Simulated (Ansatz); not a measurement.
# KAl3: relaxing a made-up structure

This structure for KAl3 is made up. Its elements were placed in a known structure type with a cell scaled to their sizes. What cell does the guess relax to, and how far off was it?

Program: Ansatz 0.2.0. Level of theory: DFT, r2SCAN, plane-wave PAW, files of the set soft_1, scalar-relativistic, no spin, cell and ions relaxed at zero pressure; PAW set soft_1, in the first sound run; inputs show where later runs differ. Results are calculated unless marked as measured.

**1. The structure**

Symmetry: P6_3/mmc, No. 194, hexagonal system. The conventional cell has a = 6.486 Å, b = 6.486 Å, c = 5.279 Å, α = 90.00°, β = 90.00°, γ = 120.00°. Nearest to K lie 12 Al at 3.23 to 3.24 Å. Al has 4 K at 3.23 to 3.24 Å and 8 Al at 3.24 to 3.25 Å nearest. Farther neighbours are not listed.

**2. Relaxing cell and atoms**

The guess takes its coordinates from another compound and its volume from a rule, so the cell and any free coordinates are relaxed together.

input.yaml

```yaml
crystal:
  lattice:
    - [6.486, 0.0, 0.0]
    - [-3.243, 5.617040769, 0.0]
    - [0.0, 0.0, 5.279]
  atoms:
    - { symbol: K, position: [0.333333333, 0.666666667, 0.75] }
    - { symbol: K, position: [0.666666667, 0.333333333, 0.25] }
    - { symbol: Al, position: [0.1669, 0.8331, 0.25] }
    - { symbol: Al, position: [0.8331, 0.6662, 0.75] }
    - { symbol: Al, position: [0.3338, 0.1669, 0.75] }
    - { symbol: Al, position: [0.8331, 0.1669, 0.75] }
    - { symbol: Al, position: [0.1669, 0.3338, 0.25] }
    - { symbol: Al, position: [0.6662, 0.8331, 0.25] }
kpoints:
  mp_grid: { grid: [5, 5, 5] }
scf:
  occupations: { method: fermi_dirac, width: 0.05 }
hamiltonian:
  xc: r2scan
  pseudopotentials: { kind: paw, azcp: { folder: soft_1 } }
relax:
  f_tol: 0.015
  max_steps: 70
  cell: {}
output:
  forces: true
  stress: true
```

Run with:

```bash
ansatz run input.yaml --threads 4 --pin off --max-ram 10240MiB --backend cpu --events-out ev --progress --plain --runs-dir out
```

Numbers of over 12 decimals in the logs are rounded to 6 here.

Output:

```text
Engine: ansatz 0.2.0, aarch64-unknown-linux-gnu
Pseudopotentials: kind: paw
Pseudopotential: K, paw, valence charge 9, recommended cutoff 500 eV (meta_gga), soft_1/K.paw.azcp
Pseudopotential: Al, paw, valence charge 3, recommended cutoff 500 eV (meta_gga), soft_1/Al.paw.azcp
Functional definition: r2SCAN
  parameter k0 = 0.174
  parameter k1 = 0.065
  parameter a1 = 4.9479
  exchange = r2scan_x(k0 = k0, k1 = k1, a1 = a1)
  correlation = r2scan_c
Crystal: 8 atoms, lattice volume = 192.325 Å³
Basis set: ecut = 500 eV, 4969 PW (Γ), exchange–correlation on 192×192×160 points (64 copies of the dense FFT grid, shifted against one another)
Bands: 26, of which v1, the nominal top of the filled ones, is band 18 counted from 1 (17 counted from 0)
Symmetry: 24 space group operations
Space group: P63/mmc (ITA 194), of the structure as read, at distance tolerance 5.8e-5 Å
k-points: 15 of 125
Non-local potential: K, projectors of the file, l = 0: 3, l = 1: 2, l = 2: 2
Non-local potential: Al, projectors of the file, l = 0: 2, l = 1: 2, l = 2: 1
PAW form: soft (Blöchl's): semilocal exchange-correlation on the pseudo side does not see the compensation charge
PAW frozen core: K, regenerated for the run's functional (the file was generated under x = pbe(κ = 0.804, μ = 0.219515), c = pbe(β = 0.066725))
PAW frozen core: Al, regenerated for the run's functional (the file was generated under x = pbe(κ = 0.804, μ = 0.219515), c = pbe(β = 0.066725))
PAW one-centre angular grid: K, 302 points (default); XC on 160 Gauss nodes
PAW one-centre angular grid: Al, 302 points (default); XC on 160 Gauss nodes
Initial density: superposition of atomic densities (chi_scale 0.1, normalization cell, long waves kept (reshape's long-wave potential 0.00 eV rms))
Initial wavefunctions: pseudopotential atomic-orbital guess
Functional: x = r2scan, c = r2scan; τ floored in thin density (d = 2e-4 eV/Å³)
SCF iter   1: F=—  HF=-6323.419333 eV  |F-HF|=—  |Δ(HF+E_count)|=         —  Δρ=1.80e-2  dr2=1.32e0  dr2_τ=2.03e-2  ethr=3.10e-3  ⟨swp⟩=8.5  Hψ=2181  notcnv=0  defer=1
preconditioner: auto → Resta (q_TF=auto, 2.063 Å⁻¹)  ε∞=3.4  [insulator: Δε(μ)=0.165 eV  Ē_g=9.806 eV  σ=0.050 eV  W_gap=0.51  n_scr=26 (ndim 8)  ℏωp=15.1 eV  f_vac=0.000  D(μ)=2.81/eV (n_scr^D=8)  ε∞_Penn≈3.4]
SCF iter   2: F=—  HF=-6323.292502 eV  |F-HF|=—  |Δ(HF+E_count)|=   1.27e-1  Δρ=1.02e-2  dr2=3.24e-1  dr2_τ=2.40e-3  ethr=3.10e-3  ⟨swp⟩=2.6  Hψ=667  notcnv=0  defer=17
preconditioner: auto → Kerker (q_TF=auto, 2.063 Å⁻¹)  [metal: Δε(μ)=0.121 eV  Ē_g=9.644 eV  σ=0.050 eV  W_gap=0.45  n_scr=26 (ndim 8)  ℏωp=15.1 eV  f_vac=0.000  D(μ)=3.16/eV (n_scr^D=20)]
SCF iter   3: F=—  HF=-6323.245270 eV  |F-HF|=—  |Δ(HF+E_count)|=   4.72e-2  Δρ=2.65e-3  dr2=2.63e-2  dr2_τ=1.99e-4  ethr=9.01e-4  ⟨swp⟩=3.1  Hψ=647  notcnv=0  defer=17
SCF iter   4: F=—  HF=-6323.240821 eV  |F-HF|=—  |Δ(HF+E_count)|=   4.45e-3  Δρ=2.85e-4  dr2=2.10e-4  dr2_τ=6.70e-5  ethr=7.29e-5  ⟨swp⟩=2.0  Hψ=586  notcnv=0  defer=17
SCF iter   5: F=—  HF=-6323.241022 eV  |F-HF|=—  |Δ(HF+E_count)|=   2.01e-4  Δρ=1.24e-4  dr2=5.13e-5  dr2_τ=3.24e-7  ethr=5.83e-7  ⟨swp⟩=2.0  Hψ=526  notcnv=0  defer=17
SCF iter   6: F=—  HF=-6323.241098 eV  |F-HF|=—  |Δ(HF+E_count)|=   7.57e-5  Δρ=2.53e-5  dr2=1.14e-6  dr2_τ=9.26e-8  ethr=1.42e-7  ⟨swp⟩=2.4  Hψ=632  notcnv=0  defer=16
SCF iter   7: F=—  HF=-6323.241100 eV  |F-HF|=—  |Δ(HF+E_count)|=   1.94e-6  Δρ=5.95e-6  dr2=1.05e-7  dr2_τ=2.98e-9  ethr=2.78e-10  ⟨swp⟩=5.0  Hψ=1315  notcnv=0
SCF iter   8: F=-6323.241100 eV  HF=-6323.241100 eV  |F-HF|=1.68e-8  |Δ(HF+E_count)|=   1.21e-7  Δρ=1.92e-6  dr2=9.71e-9  dr2_τ=1.26e-10  ethr=2.78e-10  ⟨swp⟩=4.0  Hψ=1149  notcnv=0
SCF 1 converged in 8 iterations: F = -6323.241100 eV  dr2 = 9.71e-9
  greatest PAW one-centre occupation: 0.990 electrons in one spin orbital (limit 2), on the K atom at site 1 (counted from 0), in its partial waves of l = 0
relax step   1: F+E_penalty+E_count = -6323.24110006 eV  Δ(F+E_penalty+E_count) = +0.000e0 eV  max|allowed force component| = 5.231e-1 eV/Å  Δτ_max = 0.0000 Å  P = -1.830 GPa  Ω = 192.325 Å³  (8 SCF iters, dr2 threshold 1.00e-7 eV, accepted)
Crystal: 8 atoms, lattice volume = 183.673 Å³
Basis set: ecut = 500 eV, 4669 PW (Γ), exchange–correlation on 192×192×160 points (64 copies of the dense FFT grid, shifted against one another)
Initial density: handed on by an earlier stage of this run
Initial wavefunctions: those handed on with the density
iter 1 solved again at ethr=6.50e-5 eV; its pass at ethr=3.10e-3 eV (dr2=2.34e-2 eV) is discarded
SCF iter   1: F=—  HF=-6323.770132 eV  |F-HF|=—  |Δ(HF+E_count)|=         —  Δρ=2.40e-3  dr2=2.41e-2  dr2_τ=4.36e-2  ethr=6.50e-5  ⟨swp⟩=2.1  Hψ=2713  notcnv=0
preconditioner: auto → Kerker (q_TF=auto, 2.079 Å⁻¹)  [metal: Δε(μ)=0.099 eV  Ē_g=9.680 eV  σ=0.050 eV  W_gap=0.46  n_scr=26 (ndim 8)  ℏωp=15.5 eV  f_vac=0.000  D(μ)=2.16/eV (n_scr^D=8)]
SCF iter   2: F=—  HF=-6323.784552 eV  |F-HF|=—  |Δ(HF+E_count)|=   1.44e-2  Δρ=1.81e-3  dr2=1.41e-2  dr2_τ=3.90e-5  ethr=6.50e-5  ⟨swp⟩=2.0  Hψ=780  notcnv=0
SCF iter   3: F=—  HF=-6323.783472 eV  |F-HF|=—  |Δ(HF+E_count)|=   1.08e-3  Δρ=3.70e-4  dr2=2.80e-4  dr2_τ=7.65e-5  ethr=3.93e-5  ⟨swp⟩=2.0  Hψ=615  notcnv=0
SCF iter   4: F=—  HF=-6323.784245 eV  |F-HF|=—  |Δ(HF+E_count)|=   7.74e-4  Δρ=2.41e-4  dr2=1.15e-4  dr2_τ=2.81e-6  ethr=7.77e-7  ⟨swp⟩=2.1  Hψ=628  notcnv=0
SCF iter   5: F=—  HF=-6323.784435 eV  |F-HF|=—  |Δ(HF+E_count)|=   1.90e-4  Δρ=6.83e-5  dr2=7.48e-6  dr2_τ=5.35e-7  ethr=3.18e-7  ⟨swp⟩=2.0  Hψ=668  notcnv=0
SCF iter   6: F=—  HF=-6323.784444 eV  |F-HF|=—  |Δ(HF+E_count)|=   8.78e-6  Δρ=1.87e-5  dr2=1.05e-6  dr2_τ=7.29e-8  ethr=2.08e-8  ⟨swp⟩=2.0  Hψ=633  notcnv=0
SCF iter   7: F=-6323.784445 eV  HF=-6323.784445 eV  |F-HF|=1.29e-7  |Δ(HF+E_count)|=   1.67e-6  Δρ=6.09e-6  dr2=1.03e-7  dr2_τ=1.82e-9  ethr=2.22e-9  ⟨swp⟩=4.0  Hψ=1152  notcnv=0
SCF 2 converged in 7 iterations: F = -6323.784445 eV  dr2 = 1.03e-7
relax step   2: F+E_penalty+E_count = -6323.78444547 eV  Δ(F+E_penalty+E_count) = -5.433e-1 eV  max|allowed force component| = 5.095e-1 eV/Å  Δτ_max = 0.1002 Å  P = -0.321 GPa  Ω = 183.673 Å³  energy of the carried Pulay correction = +6.222e-4 eV  (7 SCF iters, dr2 threshold 8.00e-7 eV, accepted)
Crystal: 8 atoms, lattice volume = 181.154 Å³
Basis set: ecut = 500 eV, 4589 PW (Γ), exchange–correlation on 192×192×160 points (64 copies of the dense FFT grid, shifted against one another)
iter 1 solved again at ethr=1.38e-3 eV; its pass at ethr=3.10e-3 eV (dr2=4.98e-1 eV) is discarded
[...]
SCF iter   6: F=—  HF=-6324.560259 eV  |F-HF|=—  |Δ(HF+E_count)|=   8.02e-6  Δρ=1.96e-5  dr2=1.03e-6  dr2_τ=1.50e-7  ethr=5.29e-8  ⟨swp⟩=2.5  Hψ=611  notcnv=0  defer=5
SCF iter   7: F=-6324.560260 eV  HF=-6324.560260 eV  |F-HF|=4.16e-9  |Δ(HF+E_count)|=   6.29e-7  Δρ=5.56e-6  dr2=1.06e-7  dr2_τ=3.43e-9  ethr=2.22e-9  ⟨swp⟩=4.0  Hψ=1236  notcnv=0
SCF 3 converged in 7 iterations: F = -6324.560260 eV  dr2 = 1.06e-7
relax step   3: F+E_penalty+E_count = -6324.56025957 eV  Δ(F+E_penalty+E_count) = -7.758e-1 eV  max|allowed force component| = 1.849e-1 eV/Å  Δτ_max = 0.1932 Å  P = +2.879 GPa  Ω = 181.154 Å³  energy of the carried Pulay correction = +8.126e-4 eV  (7 SCF iters, dr2 threshold 8.00e-7 eV, accepted)
[... from here on, the SCF cycles and remarks between the steps are left out ...]
relax step   4: F+E_penalty+E_count = -6325.17703635 eV  Δ(F+E_penalty+E_count) = -6.168e-1 eV  max|allowed force component| = 6.995e-1 eV/Å  Δτ_max = 0.1582 Å  P = +5.404 GPa  Ω = 188.153 Å³  energy of the carried Pulay correction = +2.941e-4 eV  (7 SCF iters, dr2 threshold 8.00e-7 eV, accepted)
relax step   5: F+E_penalty+E_count = -6325.70839133 eV  Δ(F+E_penalty+E_count) = -5.314e-1 eV  max|allowed force component| = 5.288e-2 eV/Å  Δτ_max = 0.0111 Å  P = +1.784 GPa  Ω = 203.447 Å³  energy of the carried Pulay correction = -7.344e-4 eV  (5 SCF iters, dr2 threshold 8.00e-7 eV, accepted)
relax step   6: F+E_penalty+E_count = -6325.89658763 eV  Δ(F+E_penalty+E_count) = -1.882e-1 eV  max|allowed force component| = 9.635e-2 eV/Å  Δτ_max = 0.0676 Å  P = +0.435 GPa  Ω = 221.672 Å³  energy of the carried Pulay correction = -1.803e-3 eV  (6 SCF iters, dr2 threshold 8.00e-7 eV, accepted)
relax step   7: F+E_penalty+E_count = -6325.91001759 eV  Δ(F+E_penalty+E_count) = -1.343e-2 eV  max|allowed force component| = 8.332e-3 eV/Å  Δτ_max = 0.0137 Å  P = +0.431 GPa  Ω = 226.254 Å³  energy of the carried Pulay correction = -2.049e-3 eV  (6 SCF iters, dr2 threshold 8.00e-7 eV, accepted)
relax step   8: F+E_penalty+E_count = -6325.91873379 eV  Δ(F+E_penalty+E_count) = -8.716e-3 eV  max|allowed force component| = 2.685e-2 eV/Å  Δτ_max = 0.0017 Å  P = -0.152 GPa  Ω = 229.006 Å³  energy of the carried Pulay correction = -2.193e-3 eV  (6 SCF iters, dr2 threshold 8.00e-7 eV, accepted)
relax step   9: F+E_penalty+E_count = -6325.91931398 eV  Δ(F+E_penalty+E_count) = -5.802e-4 eV  max|allowed force component| = 2.058e-3 eV/Å  Δτ_max = 0.0016 Å  P = +0.001 GPa  Ω = 228.247 Å³  energy of the carried Pulay correction = -2.154e-3 eV  (5 SCF iters, dr2 threshold 1.12e-7 eV, accepted)
relax step  10: F+E_penalty+E_count = -6325.92607426 eV  Δ(F+E_penalty+E_count) = -6.760e-3 eV  max|allowed force component| = 3.349e-3 eV/Å  Δτ_max = 0.0000 Å  P = +0.030 GPa  Ω = 228.247 Å³  stress off target by 5.20e-2 GPa  SCF on the basis re-selected at this cell (its energy is not comparable with the rows above)  (6 SCF iters)
relax step  11: F+E_penalty+E_count = -6325.92612767 eV  Δ(F+E_penalty+E_count) = -5.341e-5 eV  max|allowed force component| = 6.106e-4 eV/Å  Δτ_max = 0.0010 Å  P = +0.001 GPa  Ω = 228.693 Å³  energy of the carried Pulay correction = -1.977e-5 eV  (5 SCF iters, dr2 threshold 6.76e-9 eV, accepted)
iter 1 solved again at ethr=1.27e-6 eV; its pass at ethr=3.10e-3 eV (dr2=4.59e-4 eV) is discarded
SCF iter   1: F=—  HF=-6325.926237 eV  |F-HF|=—  |Δ(HF+E_count)|=         —  Δρ=2.46e-6  dr2=4.29e-9  dr2_τ=3.44e-9  ethr=1.27e-6  ⟨swp⟩=3.1  Hψ=3306  notcnv=0
eigensolver tolerance schedule: the retry pair's looser diagonalisation over-reported the residual by 106871.71 of it (diagonalisation noise at an unbounded share of the residual, at the tolerance the schedule requests for it); recorded, not acted on — ethr = c·dr2/N_el stays at c = 1.0e-1
preconditioner: auto → Kerker (q_TF=auto, 2.005 Å⁻¹)  [metal: Δε(μ)=0.023 eV  Ē_g=5.835 eV  σ=0.050 eV  W_gap=0.11  n_scr=32 (ndim 8)  ℏωp=11.0 eV  f_vac=0.000  D(μ)=6.09/eV (n_scr^D=44)]
SCF iter   2: F=—  HF=-6325.926152 eV  |F-HF|=—  |Δ(HF+E_count)|=   8.54e-5  Δρ=1.27e-6  dr2=2.41e-9  dr2_τ=5.01e-10  ethr=1.19e-11  ⟨swp⟩=3.5  Hψ=943  notcnv=0
SCF iter   3: F=—  HF=-6325.926152 eV  |F-HF|=—  |Δ(HF+E_count)|=   2.83e-8  Δρ=3.02e-7  dr2=3.84e-10  dr2_τ=3.38e-11  ethr=6.68e-12  ⟨swp⟩=2.0  Hψ=628  notcnv=0
SCF iter   4: F=-6325.926152 eV  HF=-6325.926152 eV  |F-HF|=1.15e-10  |Δ(HF+E_count)|=  1.07e-10  Δρ=1.05e-7  dr2=3.30e-11  dr2_τ=2.61e-12  ethr=1.00e-12  ⟨swp⟩=3.0  Hψ=1581  notcnv=0
SCF 12 converged in 4 iterations: F = -6325.926152 eV  dr2 = 3.30e-11
relax step  12: F+E_penalty+E_count = -6325.92615156 eV  Δ(F+E_penalty+E_count) = -2.389e-5 eV  max|allowed force component| = 6.182e-4 eV/Å  Δτ_max = 0.0000 Å  P = +0.001 GPa  Ω = 228.693 Å³  stress off target by 7.06e-3 GPa  SCF on the basis re-selected at this cell (its energy is not comparable with the rows above)  (4 SCF iters)
basis re-selected at this cell: Δ(F+E_penalty+E_count) = -2.389e-5 eV, ΔP = +0.000 GPa vs the last step (what re-selecting the basis moved, of the pressure what is left beyond the Pulay correction that the steps carried, after the strain that the cell walked since its last selection, with what the two solves' SCF thresholds leave and, on support functions, any second-order correction that the steps lacked; it is no m [...]
SCF converged after 4 iterations
Free energy (F): -6325.926152 eV
Harris-Foulkes:  -6325.926152 eV  (|F-HF|=1.15e-10)
Internal energy: -6325.879496 eV  (E = F + TS)
E sigma→0 (E₀):  -6325.902824 eV
Entropy (-TS):   -0.046656 eV (-5.832 meV/atom)
Fermi energy:    4.129230 eV
--- Per-component energies (eV) ---
  E_band       = -235.173639
  E_kinetic    = 634.025161
  E_local      = -1368.936381  (includes V_loc(G=0)·N_el)
  E_nonlocal   = 85.604361
  E_hartree    = 502.808494
  E_xc         = -470.031217
  E_vxc        = -548.927699  (∫ρ·V_xc dr)
  E_paw        = -4425.843339  (= ΣΔE_a)
  E_vpaw       = -71.388418  (= ΣTr[D̂ρ^β])
  E_aug_tail   = -0.000001  (compensation charges beyond the density's cutoff)
  E_vtau       = 28.832268  (kinetic-family band-sum trace: ∫τ·v_τ [+ j·A + Jᵃ·Aᵃ] dr)
  E_ewald      = -1282.753554
  E_core_change = -0.753019  (= ΣΔE_core)
  E_smearing   = -0.046656  (= −TS)
  E_closure    = 0.000000  (closes the sum)
  Σ components = -6325.926152   (vs F -6325.926152, Δ=0.00e0)
--- Forces (eV/Å), atoms counted from 1 ---
  atom   1  K     -0.00000000    -0.00000000     0.00000000
  atom   2  K     -0.00000000     0.00000000     0.00000000
  atom   3  Al     0.00053538    -0.00030910     0.00000000
  atom   4  Al     0.00000000    -0.00061820     0.00000000
  atom   5  Al     0.00053538     0.00030910     0.00000000
  atom   6  Al    -0.00053538     0.00030910     0.00000000
  atom   7  Al     0.00000000     0.00061820     0.00000000
  atom   8  Al    -0.00053538    -0.00030910     0.00000000
  max |Σ_I F_I| component: 9.22e-18 eV/Å
--- Stress (GPa, compression-positive) ---
        0.005429       0.000000       0.000000
        0.000000       0.005429       0.000000
        0.000000       0.000000      -0.007064
  P = ⅓ Tr σ = 0.0013 GPa (0.013 kbar)
--- Relaxed structure (10 steps of the walk, 10 accepted, 2 SCFs on fresh bases) ---
  F+E_penalty+E_count = -6325.92615156 eV   max|allowed force component| = 6.182e-4 eV/Å   (the final SCF, on the basis selected at the relaxed cell)
  cell:  # Å, volume = 228.6933 Å³
    - [7.723326, 0, 0.0]
    - [-3.861663, 6.688597, 0.0]
    - [0.0, 0.0, 4.427046]
  atoms:
    - { symbol: K, position: [0.333333, 0.666667, 0.75] }
    - { symbol: K, position: [0.666667, 0.333333, 0.250000] }
    - { symbol: Al, position: [0.120367, 0.879633, 0.250000] }
    - { symbol: Al, position: [0.879633, 0.759266, 0.75] }
    - { symbol: Al, position: [0.240734, 0.120367, 0.75] }
    - { symbol: Al, position: [0.879633, 0.120367, 0.75] }
    - { symbol: Al, position: [0.120367, 0.240734, 0.250000] }
    - { symbol: Al, position: [0.759266, 0.879633, 0.250000] }
```

Elapsed: 61 s, on 4 threads of Arm Neoverse N1, shared host; peak memory 1.1 GiB; 3.9 min of CPU time.

Relaxation path:

| step | energy less that of the first step (eV) | largest force component (eV/Å) | pressure (GPa) | volume (Å³) |
| --- | --- | --- | --- | --- |
| 1 | 0.0000 | 0.5231 | -1.83 | 192.33 |
| 2 | -0.5433 | 0.5095 | -0.32 | 183.67 |
| 3 | -1.3192 | 0.1849 | 2.88 | 181.15 |
| 4 | -1.9359 | 0.6995 | 5.40 | 188.15 |
| 5 | -2.4673 | 0.0529 | 1.78 | 203.45 |
| 6 | -2.6555 | 0.0963 | 0.43 | 221.67 |
| 7 | -2.6689 | 0.0083 | 0.43 | 226.25 |
| 8 | -2.6776 | 0.0268 | -0.15 | 229.01 |
| 9 | -2.6782 | 0.0021 | 0.00 | 228.25 |
| 10* | -2.6850 | 0.0033 | 0.03 | 228.25 |
| 11 | -2.6850 | 0.0006 | 0.00 | 228.69 |
| 12* | -2.6851 | 0.0006 | 0.00 | 228.69 |

Relaxation steps marked * repeat the geometry before them on a plane-wave basis chosen anew for their cell, so energy and pressure can jump there.

Forces are held to the 24 operations that the run works with; a distortion that breaks them can't arise in this run.

| cell as run | before | after | change |
| --- | --- | --- | --- |
| a (Å) | 6.486 | 7.723 | +19.1 % |
| b (Å) | 6.486 | 7.723 | +19.1 % |
| c (Å) | 5.279 | 4.427 | -16.1 % |
| volume (Å³/atom) | 24.04 | 28.59 | +18.9 % |

The atoms that moved most (Å, as changes of fractional coordinates times the final cell):

| atom | dx | dy | dz | length |
| --- | --- | --- | --- | --- |
| Al6 | 0.539 | -0.311 | 0.000 | 0.622 |
| Al3 | -0.539 | 0.311 | 0.000 | 0.622 |
| Al5 | -0.539 | -0.311 | 0.000 | 0.622 |
| Al4 | 0.000 | 0.622 | 0.000 | 0.622 |
| Al7 | 0.000 | -0.622 | 0.000 | 0.622 |
| Al8 | 0.539 | 0.311 | 0.000 | 0.622 |

Final coordinates:

```cif
data_structure
_symmetry_space_group_name_H-M 'P 1'
_symmetry_Int_Tables_number 1
_cell_length_a 7.7233
_cell_length_b 7.7233
_cell_length_c 4.4270
_cell_angle_alpha 90.000
_cell_angle_beta 90.000
_cell_angle_gamma 120.000
_cell_volume 228.69
loop_
_atom_site_label
_atom_site_type_symbol
_atom_site_fract_x
_atom_site_fract_y
_atom_site_fract_z
_atom_site_occupancy
K1 K 0.33333 0.66667 0.75000 1
K2 K 0.66667 0.33333 0.25000 1
Al3 Al 0.12037 0.87963 0.25000 1
Al4 Al 0.87963 0.75927 0.75000 1
Al5 Al 0.24073 0.12037 0.75000 1
Al6 Al 0.87963 0.12037 0.75000 1
Al7 Al 0.12037 0.24073 0.25000 1
Al8 Al 0.75927 0.87963 0.25000 1
```

Numbers from this step:

```
free energy             : -6325.9262 eV
energy at zero smearing : -6325.9028 eV
smearing term TS        : 0.04666 eV
Fermi energy            : 4.129 eV
electrons               : 36
symmetry operations     : 24
pressure                : 0.001265 GPa
```

Shortest distances by pair of elements, guess and relaxed (not always the same contact):

| pair | guess (Å) | relaxed (Å) |
| --- | --- | --- |
| Al–Al | 3.238 | 2.737 |
| Al–K | 3.235 | 3.608 |
| K–K | 4.581 | 4.427 |

The relaxation ends with a largest force component of 6.2e-4 eV/Å and a pressure of 0.00 GPa.

[end of part 1 of 2]

[Logs are printed without paths, hosts, clocks, repeated set-up lines and the standing remarks that a program may print on its own settings, such as how far it seeks lower states.]

[Hosts, paths, dates, database ids (printed as entryN), source tags and the programs' standing remarks are cut or masked in the printed files.]
